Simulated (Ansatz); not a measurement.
# What LiMgF3 (model cell, started as cubic perovskite with Mg in the octahedra) distorts into, part 3 of 3

Aim: this structure of LiMgF3 (model cell, started as cubic perovskite with Mg in the octahedra) is to be tested for unstable modes, and one is followed downhill.

Ansatz 0.2.0; DFT PBEsol, scalar-relativistic, plane waves, PAW; PAW set soft_1.

So far. Step 5 (Energy along the mode, all amplitudes (two of the runs …): The lowest of the steps tried is the last one, at 0.6 Å, 45.9 meV/atom below the parent; the bottom of the well need not coincide with a step. Step 7 (The new phase in its own primitive cell): The largest force component left is 0.92 meV/Å and the pressure is 0.000 GPa, within the tolerances set. The cell now holds 12.00 Å³/atom. The relaxed cell has a, b, c = 3.835, 5.429, 5.767 Å (conventional setting).

The structure was built from a prototype and need not be the compound's stable phase.

## (8) Modes of the new phase, k-mesh 6×6×6

A relaxed structure may still be a saddle point, so its zone-centre modes are computed. The response to a homogeneous field gives the Born charges and the dielectric tensor.

input.yaml

```yaml
crystal:
  lattice:
    - [3.8345116546, 0.0, 0.0]
    - [0.0, 2.7143444137, 2.8834934984]
    - [0.0, -2.7143444137, 2.8834934984]
  atoms:
    - { symbol: Li, position: [0.0, 0.8482794944, 0.8482794944] }
    - { symbol: Mg, position: [0.5, 0.4984124482, 0.4984124482] }
    - { symbol: F, position: [0.5, 0.5493774156, 0.0077684806] }
    - { symbol: F, position: [0.5, 0.0077684806, 0.5493774156] }
    - { symbol: F, position: [0.0, 0.5275605394, 0.5275605394] }
kpoints:
  mp_grid: { grid: [6, 6, 6] }
hamiltonian:
  xc: pbesol
  pseudopotentials: { kind: paw, azcp: { folder: soft_1 }, xc_functional: pbe }
scf:
  occupations: { method: fixed }
output:
  eigenvalues: true
phonons:
  method: dfpt
  dielectric: true
  rigid_motions: translations
```

Launch:

```console
ansatz run input.yaml --threads 8 --pin off --max-ram 16384MiB --backend cpu --events-out ev --progress --plain --runs-dir out
```

Numbers of over 12 decimals in the logs are rounded to 6 here.

What it wrote:

```text
[...]
Crystal: 5 atoms, lattice volume = 60.024 Å³
Basis set: ecut = 420 eV, 1205 PW (Γ), exchange–correlation on 54×54×54 points (8 copies of the dense FFT grid, shifted against one another)
Bands: 22, of which v1, the nominal top of the filled ones, is band 17 counted from 1 (16 counted from 0)
Symmetry: 4 space group operations
k-points: 112 of 216 (irreducible under 1 space group operation, time reversal used)
[...]
SCF iter   1: F=—  HF=-4525.140943 eV  |F-HF|=—  |Δ(HF+E_count)|=         —  Δρ=1.00e-1  dr2=4.28e0  ethr=3.10e-3  ⟨swp⟩=5.0  Hψ=10855  notcnv=0  defer=331
[...]
SCF iter  11: F=-4523.774812 eV  HF=-4523.774812 eV  |F-HF|=6.73e-11  |Δ(HF+E_count)|=   4.03e-9  Δρ=2.03e-7  dr2=1.68e-11  ethr=1.00e-12  ⟨swp⟩=13.0  Hψ=17031  notcnv=0
SCF 1 converged in 11 iterations: F = -4523.774812 eV  dr2 = 1.68e-11
[...]
NSCF: frozen V_eff on 2 k-points
DFPT response loops at Γ: preconditioner auto → none (the input reference at scf.mixing.eps_inf says where Resta's filter doesn't serve); β = 0.50; Broyden in place of MSR1
SCF converged after 11 iterations
Free energy (F): -4523.774812 eV
[...]
Internal energy: -4523.774812 eV  (E = F + TS)
E sigma→0 (E₀):  -4523.774812 eV
Fermi energy:    0.636272 eV
[...]
--- Band table (eV; the first three rows and the last of 112) ---
  k-point 0: bands = [... 13 lower, -0.2040, -0.1821, -0.1304, 0.2945, 6.6552, 12.5248, 12.9620, 14.5584, ... 1 higher]
  k-point 1: bands = [... 13 lower, -0.2994, -0.2307, -0.1769, 0.1573, 7.0309, 12.0548, 13.1058, 14.4618, ... 1 higher]
  k-point 2: bands = [... 13 lower, -0.5062, -0.3178, -0.1678, -0.0672, 7.9519, 10.8500, 13.7722, 14.2819, ... 1 higher]
  k-point 111: bands = [... 13 lower, -0.5623, 0.1147, 0.2987, 0.6363, 9.9024, 12.6497, 12.7857, 13.4938, ... 1 higher]
--- Phonons (Γ-DFPT): 12 representative perturbations + reference, on 112 of 216 k-points (Σ response iterations 42) ---
  k mesh reduced under 1 symmetry operation, with k and −k counted as one. Each operation leaves every solved perturbation unchanged. A smaller set is not considered because the run solves the response to a homogeneous field
  ASR residual: 7.384e-4 → 0.000e0 eV/Å²; symmetrization residual: 1.189e-6 eV/Å²
  ASR residual per site (eV/Å²): 6.88e-5 6.83e-4 3.52e-4 3.52e-4 7.38e-4
[...]
ε∞ (high-frequency dielectric tensor):
        1.920135     0.000000     0.000000
        0.000000     1.898343     0.000000
        0.000000     0.000000     1.892393
  softest optical mode at Γ: -192.69 cm⁻¹; the repairs (sum rule, projections) moved no ω² at Γ by more than (3.47 cm⁻¹)²
  Born effective charges Z* (e; rows j = field, columns β = displacement):
    site 0:
         1.19965   -0.00000   -0.00000
        -0.00000    1.07435    0.00000
        -0.00000    0.00000    1.01869
    site 1:
         1.89409    0.00000    0.00000
        -0.00000    1.89728    0.00000
        -0.00000    0.00000    1.96718
    site 2:
        -0.91643   -0.00000   -0.00000
        -0.00000   -1.07491    0.23325
        -0.00000    0.21870   -1.04719
    site 3:
        -0.91643    0.00000    0.00000
         0.00000   -1.07491   -0.23325
         0.00000   -0.21870   -1.04719
    site 4:
        -1.26088   -0.00000   -0.00000
         0.00000   -0.82180   -0.00000
        -0.00000   -0.00000   -0.89148
  Z* charge neutrality: 3.863e-5 e pre-enforcement
  k-mesh period / interband length: 23.0 Å / 0.82 Å = 28.10 at k = (0.0000, 0.0000, 0.0000), direct gap 6.361 eV — 14 or more, which is no proof of convergence
  optical modes at Γ without the LO–TO term, one row a degenerate level:
      ω (cm⁻¹)  modes    IR ((D/Å)²/amu)
       -192.69      1             7.5197
        -96.30      1             5.7308
        101.88      1             0.0000
        104.42      1             0.0169
        205.61      1             0.5240
        270.65      1             1.0915
        303.04      1             2.9856
        313.91      1             0.3978
        440.46      1             4.9403
        478.32      1             4.1731
        508.46      1             2.4177
        590.56      1             4.2425
  optical modes at Γ + LO–TO along q̂ = [1.0000, 0.0000, 0.0000]:
      ω (cm⁻¹)  modes    IR ((D/Å)²/amu)
        -96.30      1             5.7308
        101.88      1             0.0000
        104.42      1             0.0169
        205.61      1             0.5240
        241.95      1             2.6058
        270.65      1             1.0915
        303.04      1             2.9856
        340.27      1             1.6804
        440.46      1             4.9403
        478.32      1             4.1731
[...]
optical modes at Γ + LO–TO along q̂ = [0.0000, 1.0000, 0.0000]:
      ω (cm⁻¹)  modes    IR ((D/Å)²/amu)
[...]
optical modes at Γ + LO–TO along q̂ = [0.0000, 0.0000, 1.0000]:
      ω (cm⁻¹)  modes    IR ((D/Å)²/amu)
       -192.69      1             7.5197
        -96.30      1             5.7308
        101.88      1             0.0000
        104.42      1             0.0169
        213.32      1             0.0546
        270.65      1             1.0915
        313.91      1             0.3978
        339.90      1             0.4479
        478.32      1             4.1731
        483.08      1             0.3956
        590.56      1             4.2425
        629.52      1             9.9696
```

It took 19 s on 8 threads of INTEL XEON PLATINUM 8581C at 2.30GHz (Emerald Rapids), shared host; peak memory 0.85 GiB.

This step gave:

| Quantity | Value |
| --- | --- |
| sum-rule residual before enforcement | 7.38e-4 eV/Å² |
| miss of the charge sum rule | 3.86e-5 e |
| point group | mm2 |
| highest optical mode at the zone centre (no LO-TO term) | 590.6 cm⁻¹ |
| lowest optical zone-centre mode | -192.7 cm⁻¹ |
| mean high-frequency dielectric constant | 1.904 |
| largest Born charge (third of the trace) | 1.920 e |
| top of the zone-centre spectrum with the field | 678.9 cm⁻¹ |

Without the LO-TO term. Patterns of degenerate modes are one choice out of their space. The modes at Γ (shares of kinetic energy by element, %) (negative means imaginary):

```
mode  frequency (cm⁻¹)  symmetry  Li %  Mg %  F %
   1            -192.7        B1    79     1   20
   2             -96.3        B2    85     0   15
   3               0.0  acoustic     8    28   65
   4               0.0  acoustic     8    28   65
   5               0.0  acoustic     8    28   65
   6             101.9        A2     0     0  100
   7             104.4        B2     0     0   99
   8             205.6        A1     7     0   93
   9             270.6        B2     6    41   52
  10             303.0        A1     1    50   49
  11             313.9        B1    13    36   51
  12             440.5        A1    82     0   17
  13             478.3        B2     0    31   69
  14             508.5        A1     1    23   76
  15             590.6        B1     0    36   64
```

Displacements in mode 1 (-192.7 cm⁻¹), the largest set to 1:
```
Li1  1.00  0.00  0.00
Mg2  0.05  0.00  0.00
F3  -0.22  0.00  0.00
F4  -0.22  0.00  0.00
F5   0.00  0.00  0.00
```

Displacements in mode 14 (508.5 cm⁻¹), the largest set to 1:
```
Li1  0.00  0.00 -0.32
Mg2  0.00  0.00  0.83
F3   0.00  1.00 -0.65
F4   0.00 -1.00 -0.65
F5   0.00  0.00  0.35
```

Optical modes at the zone centre, without and with the macroscopic field of the longitudinal modes; each column is sorted by frequency, so a row need not hold one and the same mode. Modes with and without the field, by row:

| rank among optical modes | no field (cm⁻¹) | q along (1, 0, 0) (cm⁻¹) | q along (0, 1, 0) (cm⁻¹) | q along (0, 0, 1) (cm⁻¹) |
| --- | --- | --- | --- | --- |
| 1 | -192.7 | -96.3 | -192.7 | -192.7 |
| 2 | -96.3 | 101.9 | 101.9 | -96.3 |
| 3 | 101.9 | 104.4 | 104 | 101.9 |
| 4 | 104.4 | 205.6 | 205.6 | 104.4 |
| 5 | 205.6 | 241.9 | 206.1 | 213.3 |
| 6 | 270.6 | 270.6 | 303 | 270.6 |
| 7 | 303 | 303 | 313.9 | 313.9 |
| 8 | 313.9 | 340.3 | 322 | 339.9 |
| 9 | 440.5 | 440.5 | 440.5 | 478.3 |
| 10 | 478.3 | 478.3 | 508.5 | 483.1 |
| 11 | 508.5 | 508.5 | 590.6 | 590.6 |
| 12 | 590.6 | 678.9 | 594 | 629.5 |

Born charge (rows field, columns displacement) (e), principal values of the symmetric part by kind of site:

```csv
atom,atoms with these values,low,middle,high,mean
Li1,1,1.02,1.07,1.20,1.10
Mg2,1,1.89,1.90,1.97,1.92
F3,2,-1.29,-0.92,-0.83,-1.01
F5,1,-1.26,-0.89,-0.82,-0.99
```

In full for F3:

```
-0.92  0.00  0.00
 0.00 -1.07  0.23
 0.00  0.22 -1.05
```

High-frequency dielectric tensor:

```
1.92 0.00 0.00
0.00 1.90 0.00
0.00 0.00 1.89
```

Transverse modes; imaginary modes are left out. Lines of the infrared spectrum (strongest = 100):

| position (cm⁻¹) | label | relative intensity |
| --- | --- | --- |
| 102 | A2 | 0.0 |
| 104 | B2 | 0.3 |
| 206 | A1 | 11 |
| 271 | B2 | 22 |
| 303 | A1 | 60 |
| 314 | B1 | 8.1 |
| 440 | A1 | 100 |
| 478 | B2 | 84 |
| 508 | A1 | 49 |
| 591 | B1 | 86 |

Before it was imposed, the acoustic sum rule was missed by 7.4e-4 eV/Å² and the charge sum rule by 3.9e-5 e. Small misses are needed for a sound result but don't prove that mesh and cutoff are converged. The lowest optical mode is imaginary, 192.7i cm⁻¹, so the energy falls along it.

## (9) Results

| Quantity | Value |
| --- | --- |
| unstable mode of the parent | q = (0, 0, 0), 228i cm⁻¹ |
| depth at the lowest point sampled | 45.9 meV/atom |
| largest atomic shift at that point | 0.6 Å |
| space group reached (within 0.01 Å) | Amm2 |
| energy gained over the parent (first relaxation, on the mesh of the frozen mode) | 67.0 meV/atom |
| volume per atom, phase reached | 12.0 Å³ |
| gap on the k-mesh, phase reached | 6.02 eV |
| lowest optical zone-centre mode, phase reached | -193 cm⁻¹ |
| highest optical mode at the zone centre (no LO-TO term), phase reached | 591 cm⁻¹ |

What this shows: Along this mode the structure falls into Amm2, 67.0 meV/atom below the parent. At the parent's cell the well is 45.90 meV/atom deep on the steps tried, with its lowest point at a shift of 0.6 Å. That is the last step tried, so the steps alone don't bracket the bottom of the well. Relaxing atoms and cell changes the gain by +21.07 meV/atom against the lowest step (energies at zero smearing). The new phase still has an imaginary mode at the zone centre of its cell, so it is a saddle point on the way to a lower structure. Of the 4 patterns followed to their end from this parent, this one ends 16.6 meV/atom above the lowest, R3m. Each path keeps the symmetry of its pattern, so a lower phase may lie along a pattern not tried. The PAW files were made for PBE and serve the other functionals too. The starting cell was built on a prototype and not taken from a measurement, so the phase need not exist.

[Logs are printed without paths, hosts, clocks, repeated set-up lines and the standing remarks that a program may print on its own settings, such as how far it seeks lower states.]

[Hosts, paths, dates, database ids (printed as entryN), source tags and the programs' standing remarks are cut or masked in the printed files.]
